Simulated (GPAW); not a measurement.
# O K-edge XANES of MnO2 (Pnnm)

Aim: the dependence of the O K near-edge features of MnO2 (Pnnm) on volume.

Calculated with GPAW 26.7.0; X-ray absorption from dipole matrix elements to empty bands, plane-wave PAW LDA+U.

## (1) The structure

The structure is orthorhombic, space group Pnnm (No. 58). Conventional cell: a = 4.331 Å, b = 4.462 Å, c = 2.862 Å, α = 90.00°, β = 90.00°, γ = 90.00°. Nearest to Mn lie 6 O at 1.88 to 1.90 Å. Nearest to O lie 3 Mn at 1.88 to 1.90 Å. Farther neighbours and most contacts between anions are not listed.

Coordinates:

```cif
data_structure
_symmetry_space_group_name_H-M 'P 1'
_symmetry_Int_Tables_number 1
_cell_length_a 4.3306
_cell_length_b 4.4623
_cell_length_c 2.8625
_cell_angle_alpha 90.000
_cell_angle_beta 90.000
_cell_angle_gamma 90.000
_cell_volume 55.32
loop_
_atom_site_label
_atom_site_type_symbol
_atom_site_fract_x
_atom_site_fract_y
_atom_site_fract_z
_atom_site_occupancy
Mn1 Mn 0.50000 0.50000 0.50000 1
Mn2 Mn 0.00000 0.00000 0.00000 1
O3 O 0.21399 0.82296 0.50000 1
O4 O 0.28601 0.32296 0.00000 1
O5 O 0.71399 0.67704 0.00000 1
O6 O 0.78601 0.17704 0.50000 1
```

## (2) The field without a hole

A plain self-consistent run shows whether there is a gap and which moments survive; both decide the set-up of the core-hole run.

The input, scf.py:

```python
import numpy as np
from ase import Atoms
from ase.parallel import parprint, paropen
from gpaw import GPAW, PW, FermiDirac, Mixer, MixerDif, setup_paths
from gpaw.test import gen
setup_paths.insert(0, '.')
gen('O', name='nch1s', xcname='LDA', corehole=(1, 0, 0), write_xml=True)
from gpaw.mpi import world
world.barrier()

atoms = Atoms('Mn2O4',
    cell=[[4.33057597, 0, 0],
     [0, 4.46231267, 0],
     [0, 0, 2.8624768]],
    scaled_positions=[[0.5, 0.5, 0.5],
     [0, 0, 0],
     [0.21399236, 0.82296267, 0.5],
     [0.28600764, 0.32296267, 0],
     [0.71399236, 0.67703733, 0],
     [0.78600764, 0.17703733, 0.5]],
    magmoms=[4.0, -4.0, 0.0, 0.0, 0.0, 0.0],
    pbc=True)
atoms.calc = calc = GPAW(legacy_gpaw=True, mode=PW(500), xc='LDA', setups={'Mn': ':d,3.9', 2: 'nch1s'},
    kpts={'size': (5, 5, 7), 'gamma': True}, occupations=FermiDirac(0.05),
    charge=0, mixer=MixerDif(0.05, 8, 50), maxiter=150,
    convergence={'density': 0.0001}, txt='scf.txt')
energy = atoms.get_potential_energy() + calc.get_reference_energy()
ef = calc.get_fermi_level()
out = dict(energy=energy, fermi=ef, forces=atoms.get_forces().tolist(), magmoms=atoms.get_magnetic_moments().tolist())
parprint(f'all-electron energy {energy:.4f} eV, Fermi level {ef:.4f} eV')
ev = np.array([[calc.get_eigenvalues(k, s) for k in range(len(calc.get_ibz_k_points()))] for s in range(calc.get_number_of_spins())])
out['homo'], out['lumo'], out['counts'] = ev[ev < ef].max(), ev[ev > ef].min(), sorted(set((ev < ef).sum((0, 2)).tolist()))
out['filled'] = (ev[:, 0] < ef).sum(1).tolist()
import json
with paropen('out.json', 'w') as f:
    json.dump(out, f)
```

Command:

```bash
OMP_NUM_THREADS=1 mpirun -n 2 gpaw python scf.py
```

Numbers of over 12 decimals in the logs are rounded to 6 here.

Log:

```text
Input parameters:
  convergence: {density: 0.0001}
  kpts: {gamma: True,
         size: (5, 5, 7)}
  maxiter: 150
  mixer: {backend: pulay,
          beta: 0.05,
          method: difference,
          nmaxold: 8,
          weight: 50}
  mode: {ecut: 500.0,
         name: pw}
  occupations: {fixmagmom: False,
                name: fermi-dirac,
                width: 0.05}
  setups: {2: nch1s,
           Mn: :d,3.9}

Initialize ...

[... PAW data sets ...]

Reference energy: -71022.576221  # eV

Spin-polarized calculation.
Initial magnetic moment: 0.000000

[... convergence settings ...]
Symmetries present (total): 2
  [... symmetry matrices ...]

175 k-points: 5 x 5 x 7 Monkhorst-Pack grid
52 k-points in the irreducible part of the Brillouin zone
       k-points in crystal coordinates                weights
   0:     0.00000000    0.00000000    0.00000000          1/175
   1:     0.00000000    0.00000000    0.14285714          2/175
   2:     0.00000000    0.00000000    0.28571429          2/175
   3:     0.00000000    0.00000000    0.42857143          2/175
   4:     0.00000000    0.20000000    0.00000000          2/175
   5:     0.00000000    0.20000000    0.14285714          4/175
   6:     0.00000000    0.20000000    0.28571429          4/175
   7:     0.00000000    0.20000000    0.42857143          4/175
   8:     0.00000000    0.40000000    0.00000000          2/175
   9:     0.00000000    0.40000000    0.14285714          4/175
          ...
  51:     0.40000000    0.40000000    0.42857143          4/175

Wave functions: Plane wave expansion
  Cutoff energy: 500.000 eV
  Number of coefficients (min, max): 1392, 1429
  Pulay-stress correction: 0.000000 eV/Ang^3 (de/decut=0.000000)
  Using FFTW library
  Wavefunction extrapolation:
    Improved wavefunction reuse through dual PAW basis

Occupation numbers: Fermi-Dirac:
  width: 0.0500  # eV

Eigensolver
   Davidson(niter=2)

Densities:
  Coarse grid: 24*24*15 grid
  Fine grid: 48*48*30 grid
  Total Charge: 0.000000

Density mixing:
  Method: difference
  Backend: pulay
  Linear mixing parameter: 0.05
  old densities: 8
  Width of damping distribution: 1.1
  Damping of long wavelength oscillations: 50

[... Hamiltonian set-up ...]
Number of atoms: 6
Number of atomic orbitals: 42
Number of bands in calculation: 37
Number of valence electrons: 54
Bands to converge: occupied

... initialized

Initializing position-dependent things.

Density initialized from atomic densities
Creating initial wave functions:
  37 bands from LCAO basis set

Positions:
   0 Mn     2.165288    2.231156    1.431238    ( 0.0000,  0.0000,  4.0000)
   1 Mn     0.000000    0.000000    0.000000    ( 0.0000,  0.0000, -4.0000)
   2 O      0.926710    3.672317    1.431238    ( 0.0000,  0.0000,  0.0000)
   3 O      1.238578    1.441160    0.000000    ( 0.0000,  0.0000,  0.0000)
   4 O      3.091998    3.021152    0.000000    ( 0.0000,  0.0000,  0.0000)
   5 O      3.403866    0.789996    1.431238    ( 0.0000,  0.0000,  0.0000)

Unit cell:
           periodic     x           y           z      points  spacing
  1. axis:    yes    4.330576    0.000000    0.000000    24     0.1804
  2. axis:    yes    0.000000    4.462313    0.000000    24     0.1859
  3. axis:    yes    0.000000    0.000000    2.862477    15     0.1908

  Lengths:   4.330576   4.462313   2.862477
  Angles:   90.000000  90.000000  90.000000

Effective grid spacing dv^(1/3) = 0.1857

iter:   1   -52.513463                   -0.0000
iter:   2   -52.375693   -1.00  -1.09    -0.0000
iter:   3   -49.923738   -0.58  -1.14    +0.0000
iter:   4   -49.300521   -2.45  -1.52    -0.0000
iter:   5   -49.150268   -2.57  -1.53    -0.0000
iter:   6   -49.142812   -2.33  -1.54    +0.0000
iter:   7   -49.177957   -3.54  -2.34    +0.0000
iter:   8   -49.243170   -3.43  -2.29    +0.0000
iter:   9   -49.141707   -2.45  -2.17    +0.0000
iter:  10   -49.128150   -2.74  -2.26    +0.0000
iter:  11   -49.118107c  -3.96  -2.79    +0.0000
iter:  12   -49.124910c  -4.53  -3.17    -0.0000
iter:  13   -49.124589c  -5.09  -3.29    -0.0000
iter:  14   -49.125371c  -4.49  -3.37    -0.0000
iter:  15   -49.124713c  -4.85  -3.02    +0.0000
iter:  16   -49.124668c  -5.96  -3.79    +0.0000
iter:  17   -49.124674c  -7.31  -4.14c   +0.0000
iter:  18   -49.124668c  -6.97  -4.09c   -0.0000
iter:  19   -49.124669c  -6.62  -4.46c   -0.0000
iter:  20   -49.124668c  -7.98c -4.70c   -0.0000

Converged after 20 iterations.

Dipole moment: (-0.000000, 0.000000, -0.000000) |e|*Ang

Total magnetic moment: (0.000000, 0.000000, -0.000000)
Local magnetic moments:
   0 Mn ( 0.000000,  0.000000,  2.901945)
   1 Mn ( 0.000000,  0.000000, -2.901959)
   2 O  ( 0.000000,  0.000000, -0.013748)
   3 O  ( 0.000000,  0.000000,  0.013749)
   4 O  ( 0.000000,  0.000000,  0.013749)
   5 O  ( 0.000000,  0.000000, -0.013748)

Energy contributions relative to reference atoms: (reference = -71022.576221)

Kinetic:        +30.591873
Potential:      -32.239469
External:        +0.000000
XC:             -47.571222
Entropy (-ST):   -0.000062
Local:           +0.094180
SIC:             +0.000000
--------------------------
Free energy:    -49.124699
Extrapolated:   -49.124668

Spin contamination: 3.171274 electrons
Showing only first 2 kpts
                      Up                     Down
 Kpt  Band  Eigenvalues  Occupancy  Eigenvalues  Occupancy
  0    25      5.10373    1.00000      5.10375    1.00000
  0    26      5.57226    0.99751      5.57225    0.99751
  0    27      6.12065    0.00686      6.12066    0.00686
  0    28      7.16820    0.00000      7.16824    0.00000

  1    25      5.09212    1.00000      5.09210    1.00000
  1    26      5.37894    0.99995      5.37894    0.99995
  1    27      6.32099    0.00013      6.32102    0.00013
  1    28      7.38060    0.00000      7.38064    0.00000

Fermi level: 5.87187

Gap: 0.548 eV
Transition (v -> c):
  (s=0, k=0, n=26, [0.00, 0.00, 0.00]) -> (s=0, k=0, n=27, [0.00, 0.00, 0.00])
No difference between direct/indirect transitions

Forces in eV/Ang:
  0 Mn    0.00000   -0.00000    0.00000
  1 Mn   -0.00000    0.00000    0.00000
  2 O    -0.09265   -0.02687    0.00000
  3 O     0.09261   -0.02693    0.00000
  4 O    -0.09261    0.02693    0.00000
  5 O     0.09265    0.02687    0.00000
Scalar-relativistic atomic LDA calculation for O (Oxygen, Z=8)
Core hole in 1s state (1s occupation: 2.0)
300 radial gridpoints.
|------------------------------------------------|
|------------------------------------------------|
[... the atom generator's iteration count ...]

Energy contributions:
-------------------------
Kinetic:      +74.266897
XC:            -7.772280
Potential:   -141.018865
-------------------------
Total:        -74.524248

state      eigenvalue         ekin         rmax
-----------------------------------------------
1s^2.0 :   -18.772897    28.821965        0.130
2s^2.0 :    -0.872866     3.204810        0.874
2p^4.0 :    -0.337925     2.553337        0.813
-----------------------------------------------
(units: Bohr and Hartree)

Generating PAW setup
Kinetic energy of the core from tauc = 57.689706
Cutoffs:
rc(s)=1.300
rc(p)=1.130
rc(d)=1.170
rc(vbar)=1.300
rc(comp)=1.260
rc(nct)=1.300

Kinetic energy of the core states: 57.643930
Charge: 0.0
Core electrons: 2.0
Valence electrons: 6.0
Pseudo-core charge: 0.000776
Shape function alpha=6.299
Pseudo-electron charge 5.666261
state    eigenvalue         norm
--------------------------------
2s(2) :    -0.872866     1.079797
*s    :     0.127134
2p(4) :    -0.337925     0.876472
*p    :     0.662075
*d    :     0.000000
--------------------------------

Diagonalizing with gridspacing h=0.050

state   all-electron     PAW
-------------------------------
2s:      -0.872866    -0.873954
2p:      -0.337925    -0.341740
*d:                    0.050276
*f:                    0.077289
-------------------------------
all-electron energy -71071.7009 eV, Fermi level 5.8719 eV
```

Wall time 78 s (2 MPI ranks of Arm Neoverse V1, shared host); peak memory 0.28 GiB.

The mesh shows a gap of 0.55 eV, so the hole is first treated in a charged cell, without the excited electron.

Site moments (μB): 2.90, -2.90, -0.01, 0.01, 0.01, -0.01.

## (3) Reference energy of the supercell

The photon energy needs a difference of total energies, so the cell and mesh of the coming hole run are first run without a hole.

Changes to scf.py since step 2:

```diff
@@ -10,16 +10,22 @@
 
-atoms = Atoms('Mn2O4',
-    cell=[[4.33057597, 0, 0],
-     [0, 4.46231267, 0],
-     [0, 0, 2.8624768]],
-    scaled_positions=[[0.5, 0.5, 0.5],
+atoms = Atoms('Mn4O8',
+    cell=[[-4.33057597, 0, -2.8624768],
+     [4.33057597, 0, -2.8624768],
+     [0, -4.46231267, -2.8624768]],
+    scaled_positions=[[0.75, 0.25, 0.5],
+     [0.25, 0.75, 0.5],
      [0, 0, 0],
-     [0.21399236, 0.82296267, 0.5],
-     [0.28600764, 0.32296267, 0],
-     [0.71399236, 0.67703733, 0],
-     [0.78600764, 0.17703733, 0.5]],
-    magmoms=[4.0, -4.0, 0.0, 0.0, 0.0, 0.0],
+     [0.5, 0.5, 0],
+     [0.05448516, 0.26847751, 0.17703733],
+     [0.55448515, 0.76847752, 0.17703733],
+     [0.01847751, 0.30448516, 0.67703733],
+     [0.51847752, 0.80448515, 0.67703733],
+     [0.98152248, 0.69551485, 0.32296267],
+     [0.48152249, 0.19551484, 0.32296267],
+     [0.44551485, 0.23152249, 0.82296267],
+     [0.94551485, 0.73152248, 0.82296267]],
+    magmoms=[4.0, 4.0, -4.0, -4.0, 0.0, 0.0, 0.0, 0.0, 0.0, 0.0, 0.0, 0.0],
     pbc=True)
-atoms.calc = calc = GPAW(legacy_gpaw=True, mode=PW(500), xc='LDA', setups={'Mn': ':d,3.9', 2: 'nch1s'},
-    kpts={'size': (5, 5, 7), 'gamma': True}, occupations=FermiDirac(0.05),
+atoms.calc = calc = GPAW(legacy_gpaw=True, mode=PW(500), xc='LDA', setups={'Mn': ':d,3.9', 4: 'nch1s'},
+    kpts={'size': (3, 3, 3), 'gamma': True}, occupations=FermiDirac(0.02),
     charge=0, mixer=MixerDif(0.05, 8, 50), maxiter=150,
```

Log:

```text
Input parameters:
  convergence: {density: 0.0001}
  kpts: {gamma: True,
         size: (3, 3, 3)}
  maxiter: 150
  mixer: {backend: pulay,
          beta: 0.05,
          method: difference,
          nmaxold: 8,
          weight: 50}
  mode: {ecut: 500.0,
         name: pw}
  occupations: {fixmagmom: False,
                name: fermi-dirac,
                width: 0.02}
  setups: {4: nch1s,
           Mn: :d,3.9}

[...]
2s(2) :    -0.872866     1.079797
*s    :     0.127134
2p(4) :    -0.337925     0.876472
*p    :     0.662075
*d    :     0.000000
--------------------------------

Diagonalizing with gridspacing h=0.050

state   all-electron     PAW
-------------------------------
2s:      -0.872866    -0.873954
2p:      -0.337925    -0.341740
*d:                    0.050276
*f:                    0.077289
-------------------------------
all-electron energy -142143.3729 eV, Fermi level 5.8468 eV
[key lines of the parts left out:]
Converged after 21 iterations.
Dipole moment: (-0.000002, 0.000000, -0.000001) |e|*Ang
Free energy:    -98.220485
Fermi level: 5.84682
```

Elapsed: 2.1 min, on 2 MPI ranks; peak memory 0.39 GiB; 4.2 min of CPU time.

Reference energy: -142143.373 eV with the cores included.

(Continued in part 2 of 3.)

[Banner, clock and machine lines of the logs are left out without a mark of their own.]

[Logs are printed without paths, hosts, clocks, repeated set-up lines and the standing remarks that a program may print on its own settings, such as how far it seeks lower states.]

[Hosts, paths, dates, database ids (printed as entryN), source tags and the programs' standing remarks are cut or masked in the printed files.]

[Lists of maxima count a maximum above −3 eV only where it reaches 4 % of the highest in the window and stands out from its surroundings by 2 % of it (1.5 % where it reaches 55 %); shoulders and weaker maxima are passed over, and of the rest the first, up to two pre-edge ones and the few strongest are named.]
